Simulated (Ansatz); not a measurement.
# BAs (F-43m): lattice thermal conductivity, part 2 of 2

Wanted: κ(T), lifetimes and mean free paths for BAs.

Measurements to reproduce:
- thermal conductivity 1160 W/m/K near room temperature (given in “Boron isotope effect on the thermal conductivity of boron arsenide single crystals”, 2019, arxiv:1910.02152)
- thermal conductivity 1000 W/m/K near room temperature (given in “Thermal expansion coefficient and lattice anharmonicity of cubic boron arsenide”, 2019, arxiv:1903.01668)

Ansatz 0.2.0; DFT r2SCAN, scalar-relativistic, plane waves, PAW; PAW set soft_1.

So far. Step 2 (Probe on a coarse mesh): The start is under 0.53 GPa at this level and looks like an insulator or semiconductor on this mesh. Step 4 (Tight relaxation): The residual pressure is 0.0025 GPa, small enough for phonons. The relaxed cell has a = 4.783 Å (conventional setting).

### Step 5. Anharmonic force constants and conductivity

Pairs of atoms inside the cutoff are displaced in a supercell, the forces give the cubic constants, and these give the three-phonon rates of the Boltzmann equation.

input.yaml reads:

```yaml
crystal:
  lattice:
    - [0.0, 2.3912600749, 2.3912600749]
    - [2.3912600749, 0.0, 2.3912600749]
    - [2.3912600749, 2.3912600749, 0.0]
  atoms:
    - { symbol: B, position: [0.0, 0.0, 0.0] }
    - { symbol: As, position: [0.25, 0.25, 0.25] }
kpoints:
  mp_grid: { grid: [12, 12, 12] }
hamiltonian:
  xc: r2scan
  pseudopotentials: { kind: paw, azcp: { folder: soft_1 } }
scf:
  occupations: { method: fixed }
  lower_state_search: "off"
output:
  eigenvalues: true
phonons:
  method: fd
  dielectric: true
  qmesh: [6, 6, 6]
  temperatures: { t_max: 1000, t_step: 50 }
  qpath:
    path:
      - [[0.0, 0.0, 0.0], [0.5, 0.0, 0.5], [0.5, 0.25, 0.75], [0.375, 0.375, 0.75], [0.0, 0.0, 0.0], [0.5, 0.5, 0.5], [0.625, 0.25, 0.625], [0.5, 0.25, 0.75], [0.5, 0.5, 0.5], [0.375, 0.375, 0.75]]
      - [[0.625, 0.25, 0.625], [0.5, 0.0, 0.5]]
    npoints: 10
  third_order: { supercell: [3, 3, 3], pair_cutoff: 4.115 }
  lattice_thermal_conductivity:
    qmesh: [23, 23, 23]
    temperatures: [100.0, 150.0, 200.0, 300.0, 400.0, 500.0, 600.0, 800.0]
    isotope_mass_variance: [{ species: As, variance: 0.0 }, { species: B, variance: 0.001354 }]
    solution: relaxation_time
```

Run with:

```bash
> ansatz run input.yaml --threads 18 --pin off --max-ram 92160MiB --backend cuda --events-out ev --progress --plain --runs-dir out --max-vram 78GiB
```

Numbers of over 12 decimals in the logs are rounded to 6 here.

Output:

```text
Warning: phonons: the dynamical matrix that this run interpolates holds no multipole term above the dipole-dipole one, and a site of this crystal is no centre of inversion, so its interpolated transverse optical and acoustic branches and sound speeds can stay off near Gamma, and the density of states and the thermodynamics with them. What a run solves at a wave vector of phonons.qpoints, Gamma apart, where the deck admits one, is free of this, and under fd what a larger phonons.supercell samples
Warning: phonons.dielectric: true without phonons.rigid_motions: the static dielectric tensor ε⁰ will be withheld (ε∞, Z* and the rows of modes are given); for a crystal or a slab, whose only rigid motions are the translations, set phonons.rigid_motions: translations
[...]
Crystal: 12 atoms, lattice volume = 164.082 Å³
Basis set: ecut = 500 eV, 4217 PW (Γ), FFT grids on a1, a1+a2, 2a1+a3, exchange–correlation on 225×225×225 points (125 copies of the dense FFT grid, shifted against one another)
Bands: 66, of which v1, the nominal top of the filled ones, is band 54 counted from 1 (53 counted from 0)
Symmetry: 12 space group operations
k-points: 94 of 288 (time reversal used)
[...]
SCF iter   1: F=-30128.139207 eV  HF=-30128.139207 eV  |F-HF|=3.64e-12  |Δ(HF+E_count)|=         —  Δρ=3.29e-8  dr2=9.14e-13  dr2_τ=2.33e-14  ethr=1.00e-12  ⟨swp⟩=3.0  Hψ=15982  notcnv=0
[...]
SCF iter   2: F=-30128.139207 eV  HF=-30128.139207 eV  |F-HF|=3.64e-12  |Δ(HF+E_count)|=    0.00e0  Δρ=2.00e-8  dr2=3.36e-13  dr2_τ=6.20e-15  ethr=1.00e-12  ⟨swp⟩=3.0  Hψ=16697  notcnv=0
SCF 1 converged in 2 iterations: F = -30128.139207 eV  dr2 = 3.36e-13
[...]
SCF iter   2: F=-30128.139207 eV  HF=-30128.139207 eV  |F-HF|=7.28e-12  |Δ(HF+E_count)|=  1.46e-11  Δρ=1.22e-8  dr2=1.30e-13  dr2_τ=2.52e-15  ethr=1.00e-12  ⟨swp⟩=3.0  Hψ=15216  notcnv=0
SCF 2 converged in 2 iterations: F = -30128.139207 eV  dr2 = 1.30e-13
[...]
Crystal: 2 atoms, lattice volume = 27.347 Å³
Basis set: ecut = 500 eV, 725 PW (Γ), exchange–correlation on 100×100×100 points (64 copies of the dense FFT grid, shifted against one another)
Bands: 13, of which v1, the nominal top of the filled ones, is band 9 counted from 1 (8 counted from 0)
Symmetry: 24 space group operations
k-points: 280 of 1728 (irreducible under 4 space group operations, time reversal used)
[...]
SCF 3 converged in 2 iterations: F = -5021.356535 eV  dr2 = 1.80e-13
[...]
symmetry images taken by strict's conditions (phonons.symmetry_images: auto; settled by no image being taken that strict refuses)
  supercell 9 (6 cells, vectors [1, 0, 0], [0, 1, -1], [0, 0, 6] in multiples of the cell's): 3 displaced members by 0.0025 Å; free energy -30128.139207 eV; taken off its force constants: by the sum rule 3.1e-4, by the symmetrisation 3.2e-5 eV/Å²; Γ matrix within 3.0e-4 eV/Å² of supercell 1's
[...]
q = [0.0000, 0.0000, 0.0000] (star 1, supercell 1; hermiticity 1.75e-16, symmetrization 5.18e-7): -0.00 -0.00 0.00 697.43 697.43 697.43
[...]
joined force constants: q→R imaginary residual 3.81e-19
  density of states and harmonic sums: on the 24×24×24 q-mesh, interpolated from the force constants of a 6×6×6 supercell (with the dipole–dipole term)
  largest difference from the sums on the solved wave vectors: F 3.31e-3 eV, S 4.49e-6 and C_V 1.18e-6 eV/K
  zero-point energy: 0.163640 eV/cell   skipped modes (ω ≤ 0): 3   left out of the sums: 3.62e-5 of the cell's modes: C_V's classical limit lies that fraction below 3 k_B per atom; for a crystal, a wire or a layer, F and S can be off by more, and a phonons.interpolated_qmesh denser along its periods is the remedy for the sampling
--- Third-order force constants: 101 member SCFs in a 3×3×3 supercell (pair cutoff 4.115 Å, amplitude 0.03 Å, SCF threshold 1.00e-9 eV, Σ member SCF iterations 711) ---
[...]
sum-rule residual: 5.934e-1 → 2.771e-14 eV/Å³; symmetrization residual: 1.843e-2 eV/Å³; largest sum-rule correction relative to its orbit: 3.280e-1, on the orbit of the block of home site 0 with site 1 of cell (-1, -1, 0) and site 1 of cell (-1, -1, 0), whose norm before the correction was 3.737e-1 eV/Å³
--- Lattice thermal conductivity: 23×23×23 mesh (364 irreducible points), tetrahedron method ---
  three-phonon and isotope scattering only; four-phonon, boundary and, in a metal, phonon-electron scattering are left out
  each conductivity is what the modes' populations carry and what the coherences between them add
  conductivity (a third of the tensor's trace), W/(m K), in the relaxation-time approximation:
       T (K)   relaxation time
      100.00         3175.8169
      150.00         2715.9862
      200.00         2336.0100
      300.00         1789.6901
      400.00         1439.2516
      500.00         1200.6992
      600.00         1029.0191
      800.00          799.4161
```

Wall time 12 min (1 × NVIDIA GB200 with 18 threads of Arm Neoverse V2, shared host); peak memory 2.5 GiB; 1.6 h of CPU time.

This step gave:

| Item | Value |
| --- | --- |
| Γ frequencies | 0, 0, 0, 697.4, 697.4, 697.4 cm⁻¹ (negative: imaginary) |
| lowest frequency on the path | 0 cm⁻¹ |
| zero-point energy | 0.1636 eV/cell |
| point group | -43m |
| highest frequency | 737.6 cm⁻¹ |
| Debye temperature from the second moment | 924 K |
| κ at 300 K (relaxation time) | 1790 W/m/K |
| dipole term | run |
| mean free path at half of κ | 1930 nm |
| share of κ above the three lowest branches | 0 |
| third-order blocks | 842 |
| periodic aliases dropped | 168 |
| largest relative sum-rule correction | 0.3280 |
| displaced cells, third order | 101 |

LO-TO term included. The phonon branches at the labelled points (cm⁻¹):

```csv
point,branch 1,branch 2,branch 3,branch 4,branch 5,branch 6
Γ,0,0,0,697,697,700
halfway,155,155,232,651,651,718
X,200,200,323,627,627,738
halfway,215,222,305,626,627,719
W,230,265,266,620,628,704
halfway,212,254,284,623,630,708
K,193,254,291,625,633,714
halfway,142,181,228,658,666,698
Γ,0,0,0,697,697,700
halfway,116,116,223,677,677,703
L,144,144,313,669,669,707
halfway,172,212,296,642,649,704
U,193,254,291,625,633,714
halfway,212,254,284,623,630,708
W,230,265,266,620,628,704
halfway,186,220,292,637,646,703
L,144,144,313,669,669,707
halfway,172,212,296,642,649,704
K,193,254,291,625,633,714
jump to U,193,254,291,625,633,714
halfway,198,220,314,626,628,728
X,200,200,323,627,627,738
```

The phonon branches as a text plot (rows in cm⁻¹):

```
    722 |  **********  ****              *   ****       *   *****
    692 |***         **    ************** ***    ******* ***
    661 |   **             ****        ******        *******
    630 |     **************                **********     ******
    599 |
    569 |
    538 |
    507 |
    476 |
    446 |
    415 |
    384 |
    353 |
    323 |       ****                     **            ***     **
    292 |      *    *  ***             **  *******  ***   *****
    261 |     *      ********                 *******        *
    230 |    *      ***    * *        *      *   *** *      * **
    200 |   *  *****   **** * *      *      *****   **    *******
    169 |    **            *** *           **         ** ***
    138 |  **                **     *  ****            ***
    108 | **                  ***    **
     77 | *                     *   *
     46 |*                       * *
     15 |                         **
         Γ       X    W  K        Γ      L     U  W     L   K|U X
```

Table of lattice thermal conductivity, RTA xx by temperature:

```csv
temperature (K),"lattice thermal conductivity, RTA xx (W/m/K)"
100,3176
150,2716
200,2336
300,1790
400,1439
500,1201
600,1029
800,799
```

The modes has structure finer than the step of the table below, so its rows give means over 25 cm⁻¹, whole bins alone (the curve runs from -10 to 770 cm⁻¹). Peaks (cm⁻¹: height): As 195.9: 0.0227, 284.2: 0.0208; B 632.2: 0.0462, 705.8: 0.0481.

Phonopy on the run's constants, 21x21x21 mesh, Gaussian sigma 5.6 cm⁻¹. The modes by wavenumber; means over each step; values in 1/cm⁻¹/cell:

```csv
wavenumber (cm⁻¹),As,B
25,1.0e-4,1.3e-5
50,4.2e-4,5.8e-5
75,0.00102,1.4e-4
100,0.00215,2.7e-4
125,0.00499,5.9e-4
150,0.0119,0.00126
175,0.0172,0.00156
200,0.0203,0.00150
225,0.0138,7.9e-4
250,0.0116,5.1e-4
275,0.0166,4.0e-4
300,0.0114,1.4e-4
325,0.00122,5.2e-6
350,4.8e-7,0
375,0,0
400,0,0
425,0,0
450,0,0
475,0,0
500,0,0
525,0,0
550,0,0
575,0,0
600,2.9e-6,1.5e-4
625,0.00131,0.0269
650,0.00258,0.0326
675,0.00152,0.0138
700,0.00152,0.0289
725,3.2e-4,0.0101
750,2.5e-6,2.9e-4
```

Distinct triplets, nearest first. Third order norms, by row:

```csv
sites,side 1 (Å),side 2 (Å),side 3 (Å),norm of the 27 components (eV/Å³)
B-B-B,0,0,0,110.7
As-As-As,0,0,0,94.77
B-As-As,0,2.07,2.07,42.8
B-As-B,0,2.07,2.07,45.56
B-B-As,2.07,2.07,3.38,1.029
B-As-As,2.07,2.07,3.38,1.252
B-B-B,0,3.38,3.38,1.519
B-B-B,3.38,3.38,3.38,0.301
B-B-B,3.38,3.38,3.38,0.049
As-As-As,0,3.38,3.38,2.707
As-As-As,3.38,3.38,3.38,0.148
As-As-As,3.38,3.38,3.38,0.445
B-As-B,2.07,3.38,3.97,0.165
B-As-As,2.07,3.38,3.97,0.191
B-As-As,0,3.97,3.97,0.35
B-As-As,3.38,3.97,3.97,0.023
B-As-As,3.38,3.97,3.97,0.043
B-As-B,3.38,3.97,3.97,0.033
B-As-B,3.38,3.97,3.97,0.012
B-As-B,0,3.97,3.97,0.219
```

Born charge (rows field, columns displacement) (e), principal values of the symmetric part by kind of site:

```csv
atom,atoms with these values,low,middle,high,mean
B1,1,-0.3719,-0.3719,-0.3719,-0.3719
As2,1,0.3719,0.3719,0.3719,0.3719
```

In full for As2:

```
0.3719 0.0000 0.0000
0.0000 0.3719 0.0000
0.0000 0.0000 0.3719
```

RTA, 300 K. Kappa by branch, by row:

```csv
branch (by rank),mean frequency (THz),mean rms speed (km/s),median lifetime (ps),share of kappa
1,5.14,2.26,494,0.234
2,5.96,3.24,562,0.572
3,8.02,2.65,143,0.193
4,19.32,1.12,0.548,0
5,19.47,1.05,0.602,0
6,21.22,0.68,0.297,0
```

Table of spectral kappa at 300 K, relaxation time (W/m/K/THz) by frequency; read off at these points:

frequency (THz), spectral kappa at 300 K, relaxation time (W/m/K/THz) and a bar:
```
     0.25          0 
     1.25         55 ###
     2.25         27 #
     3.25         77 ####
     4.25        188 ##########
     5.25        408 ######################
     6.25        556 ##############################
     6.75        473 ##########################
     7.75        214 ############
     8.75         42 ##
     9.75          0 
    10.75          0 
    11.75          0 
    12.75          0 
    13.75          0 
    14.75          0 
    15.75          0 
    17.25          0 
    18.25          0 
    19.25          0 
    20.25          0 
    21.25          0 
    22.25          0
```

Relaxation-time solution. Table of share of κ carried by shorter paths by mean free path:

```csv
mean free path (nm),100 K,300 K,800 K
46.4,0,0,0.001
68.1,0,0,0.003
100,0,0,0.012
147,0,0.001,0.026
215,0,0.005,0.046
316,0,0.017,0.093
464,0.001,0.035,0.197
681,0.006,0.062,0.382
1000,0.012,0.159,0.598
1470,0.022,0.366,0.867
2150,0.05,0.562,0.969
3160,0.194,0.833,0.985
4640,0.456,0.967,0.991
6810,0.677,0.978,1
10000,0.797,0.979,1
14700,0.829,0.983,1
21500,0.873,1,1
31600,0.902,1,1
46400,0.917,1,1
68100,0.926,1,1
1.0e5,0.963,1,1
1.5e5,1,1,1
```

300 K; a sample spread over frequency. Mode lifetimes, by row, the first 40 of 90 rows:

```csv
q1,q2,q3,branch,frequency (THz),rms speed (km/s),three-phonon rate (1/ps),isotope rate (1/ps),lifetime (ps),mean free path (nm)
0,0,0.0435,1,0.757,4.86,2.92e-4,8.10e-8,3420,16600
0,0.0435,0.087,3,2.333,7.59,0.00953,1.38e-5,105,795
0.0435,0.087,0.1304,3,3.082,7.08,0.00501,4.68e-5,198,1400
0,0,0.2609,1,3.558,2.06,0.00362,9.13e-5,269,555
0,0.0435,-0.2609,2,3.845,2.88,0.00394,1.39e-4,245,707
0,0.0435,-0.3043,2,4.081,2.53,0.00345,2.00e-4,274,692
0,0.0435,-0.3478,2,4.256,2.3,0.00268,2.75e-4,339,780
0,0.087,-0.2609,2,4.389,4.03,0.00296,3.81e-4,300,1210
0,0.087,0.4783,1,4.534,1.51,0.00216,4.06e-4,390,587
0.087,0.2174,-0.1739,1,4.676,3.12,0.00172,4.24e-4,467,1450
0,0.1304,-0.4783,1,4.804,1.81,0.00202,4.52e-4,404,731
0.087,0.1739,0.3478,2,4.952,4,0.00262,4.81e-4,322,1290
0.0435,0.1739,0.3478,2,5.067,3.81,0.00197,4.92e-4,406,1550
0.0435,0.2174,0.4783,1,5.202,2.27,0.00145,5.24e-4,506,1150
0.0435,0.3043,0.3478,2,5.292,2.26,0.00165,5.48e-4,456,1030
0,0.2609,0.4348,1,5.427,1.63,0.0013,5.71e-4,533,869
0,0.3478,0.3478,1,5.516,1.51,0.0013,5.95e-4,528,797
0.0435,0.2174,-0.1739,2,5.601,3.76,0.00266,6.16e-4,306,1150
0.087,0.3043,0.4783,1,5.698,2.46,0.00129,6.28e-4,521,1280
0.0435,0.1739,-0.3478,2,5.805,4.38,0.00107,6.97e-4,567,2480
0.087,0.3478,0.4783,1,5.88,2.26,0.0012,6.63e-4,537,1210
0.1304,0.3043,-0.3913,1,5.959,2.46,0.00114,6.34e-4,562,1380
0,0.1739,0.4783,2,6.039,4.15,0.00115,5.75e-4,580,2410
0.087,0.4348,-0.4783,1,6.147,1.38,0.00105,4.58e-4,664,915
0.087,0.2174,-0.3478,2,6.253,3.94,8.52e-4,4.49e-4,768,3030
0.087,0.2609,0.4783,2,6.36,2.81,0.00129,3.72e-4,602,1690
0.1739,0.3913,-0.3043,1,6.514,2.07,9.09e-4,2.69e-4,849,1750
0.0435,0.1739,-0.1739,3,6.65,4.15,0.00427,3.73e-4,215,895
0,0.2174,-0.3913,2,6.789,4.11,7.35e-4,2.71e-4,994,4080
0.1304,0.4348,-0.3913,2,6.982,2.77,6.93e-4,2.11e-4,1110,3060
0,0.087,0.3043,3,7.157,4.89,0.00519,2.72e-4,183,896
0.0435,0.3043,-0.2609,2,7.323,2.89,8.01e-4,2.02e-4,996,2880
0.1304,0.3478,-0.3478,2,7.488,2.2,5.84e-4,1.65e-4,1330,2930
0.087,0.2174,-0.2174,3,7.673,3.17,0.00705,1.84e-4,138,438
0.087,0.3043,0.3913,3,7.883,3.59,0.00715,1.41e-4,137,492
0.2174,0.4783,-0.2609,3,8.065,2.49,7.69e-4,7.30e-5,1190,2960
0.1304,0.3478,-0.2609,3,8.185,1.09,0.00507,7.90e-5,194,212
0.087,0.3043,-0.3043,3,8.319,1.75,0.00548,6.25e-5,181,315
0.1304,0.3913,-0.3478,3,8.437,1.78,0.00298,8.69e-5,326,578
0.087,0.3043,-0.3913,3,8.538,0.87,0.0057,6.00e-5,174,151
```

Without the LO-TO term; a three-phonon rate of 0 means that decay is closed on this mesh, so processes left out here set the real width. Gamma linewidths, by row:

```csv
branch,frequency (cm⁻¹),three-phonon rate (1/ps),isotope rate (1/ps),FWHM (cm⁻¹)
4,697.4,0,0,0
5,697.4,0,0,0
6,697.4,0,0,0
```

W/m/K, third of the trace; RTA populations with a boundary rate v/L added to each mode (Matthiessen's rule). Kappa by grain size, by row:

```csv
T (K),bulk,10 nm,30 nm,100 nm,300 nm,1000 nm,10000 nm,100000 nm
100,3176,7.153,21.28,69,193.3,534.9,1918,2873
300,1790,12.63,36.63,112.7,286,654.8,1481,1750
600,1029,13.39,37.8,110,255.6,511.5,920.7,1016
```

W/m/K, third of the trace; RTA populations with the isotope rates scaled. Kappa by mass disorder, by row:

```csv
T (K),no isotopes,as typed,variance x 3,variance x 10,variance x 30
100,5603,3176,2095,1272,793.4
300,2370,1790,1303,750,409.8
600,1247,1029,838,541,305.7
```

At 300 K the relaxation-time value is 1790 W/(m K).

### Step 6. Results

- highest frequency: 737.6 cm⁻¹
- Debye temperature from the second moment: 924 K
- κ at 300 K (relaxation time): 1790 W/m/K
- mean free path at half of κ: 1930 nm
- share of κ above the three lowest branches: 0

The lattice of BAs conducts 1790 W/(m K) at 300 K by r2SCAN (mean over directions, relaxation-time solution). Above 300 K the relaxation-time κ falls as T^-0.82. Grains of 100 nm would keep 6 % of the bulk value at 300 K, and grains of 1 µm 37 %. Removing the natural isotope disorder raises κ at 300 K by 32 %. A measured thermal conductivity near room temperature is 1160 W/m/K (arxiv:1910.02152); the calculated 1790 W/m/K differs by +54 %. Four-phonon, defect and boundary scattering, which are left out, would lower the calculated value; thermal expansion is left out too. The last run computed the relaxation-time solution alone; it counts normal processes as resistive, so the full solution usually lies higher, most of all in good conductors. The sum rules changed one orbit of cubic constants by up to 33 %; by the manual a large change points to a short cutoff or, on a small and distant orbit, to noisy forces. The conductivities include the coherence part between close branches; the shares for grains, isotopes, branches and paths are of the relaxation-time populations alone. Cubic couplings among atoms farther apart than the pair cutoff are dropped, and neither the cutoff nor the q-mesh was shown to be converged here. The interpolation has no quadrupole term, so branches near the zone centre are less sure, since this crystal has sites that are not centres of inversion. The PAW files were made for PBE and are used here under another functional, for which the program regenerates the frozen cores.

[Logs are printed without paths, hosts, clocks, repeated set-up lines and the standing remarks that a program may print on its own settings, such as how far it seeks lower states.]

[Hosts, paths, dates, database ids (printed as entryN), source tags and the programs' standing remarks are cut or masked in the printed files.]

[A step with changed settings may run another functional than the one named; its input shows which.]
